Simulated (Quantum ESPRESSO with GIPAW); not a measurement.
# Octahedral tilting in KMgF3 seen by 19F

Starting from the cubic perovskite, neighbouring octahedra are turned by θ about [001] in opposite senses, in all three directions (tilt system a⁰a⁰c⁻). The cell and the cations are held, so the in-plane bonds lengthen as 1/cos θ. GIPAW with PBEsol and plane-wave PAW files from pslibrary 1.0.0 recipes (Mg spnl, K spn, F n), cutoffs 65 and 390 Ry, a 5×5×5 mesh in every shielding run (Quantum ESPRESSO with GIPAW, a patched development version), without spin-orbit coupling. The atoms are held where the series puts them. The cells were built for this series from an entry of the Crystallography Open Database, taken as a prototype, and need not be stable phases. The shielding is averaged over all F atoms of the cell.

One member of the series, KMgF3 (I4/mcm) at 6 °, as used in the shielding run:

```xyz
10
Lattice="0.0000 3.9900 3.9900 3.9900 0.0000 3.9900 3.9900 3.9900 0.0000" Properties=species:S:1:pos:R:3 pbc="T T T"
Mg    0.0000    0.0000    0.0000
Mg    3.9900    3.9900    3.9900
K     1.9950    1.9950    1.9950
K     5.9850    5.9850    5.9850
F     1.9950    4.1997    3.9900
F     3.7803    1.9950    3.9900
F     3.9900    3.9900    1.9950
F     5.9850    3.7803    3.9900
F     4.1997    5.9850    3.9900
F     3.9900    3.9900    5.9850
```

```
angle θ (°)  θ² (deg²)  shortest bond, mean over sites, at F (Å)  mean σ_iso of F (ppm)
          0       0.00                                    1.9950                 326.28
        1.5       2.25                                    1.9955                 326.18
          3       9.00                                    1.9968                 325.86
        4.5      20.25                                    1.9991                 325.31
          6      36.00                                    2.0023                      ?
        7.5      56.25                                    2.0065                 323.50
          9      81.00                                    2.0116                 322.20
       10.5     110.25                                    2.0177                 320.61
         12     144.00                                    2.0247                 318.71
```

**Task.** Fit mean σ_iso of F against x, the square of the angle in deg²; judge whether a straight line is enough, and predict the withheld row (x = 36.00 deg²).

1. The 8 known rows give Σx = 423.00, Σy = 2588.65, Σx² = 43112.2500 and Σxy = 135790.7400.

2. Slope b = (nΣxy − ΣxΣy)/(nΣx² − (Σx)²) = -0.052257 and intercept a = (Σy − bΣx)/n = 326.344 ppm.

3. Residuals y − a − bx, in the order of the table: -0.06, -0.05, -0.01, +0.02, +0.10, +0.09, +0.03, -0.11 ppm; r.m.s. 0.068 ppm, R² = 0.999. They bend, and a quadratic term takes most of them away: y = 326.28657 − 0.04761367 x − 3.48391e-5 x², r.m.s. 0.0034 ppm.

4. At x = 36.00 deg², inside the fitted range, the line gives 324.46 ppm and the parabola 324.53 ppm.

5. The run gives 324.53 ppm. The line misses by -0.07 ppm, the parabola by less than the last digit shown; that is within twice the r.m.s. of the parabola. Verdict: a line is not enough; the parabola both fits and predicts better.

Between neighbouring rows of the full table the slope is -0.44 ppm for 10 deg² of θ² at the low end and -0.56 at the high end. Turning by −θ gives the same structure shifted by one cell, so a mean over an element is even in θ: hence the fit against θ². The macroscopic shape term is left out. It is common to all sites of a cell; for a sphere, judged roughly from the xx and yy parts of the valence susceptibility, it lies between 9.3 and 9.4 ppm in these runs.

[Logs are printed without paths, hosts, clocks, repeated set-up lines and the standing remarks that a program may print on its own settings, such as how far it seeks lower states.]

[Hosts, paths, dates, database ids (printed as entryN), source tags and the programs' standing remarks are cut or masked in the printed files.]
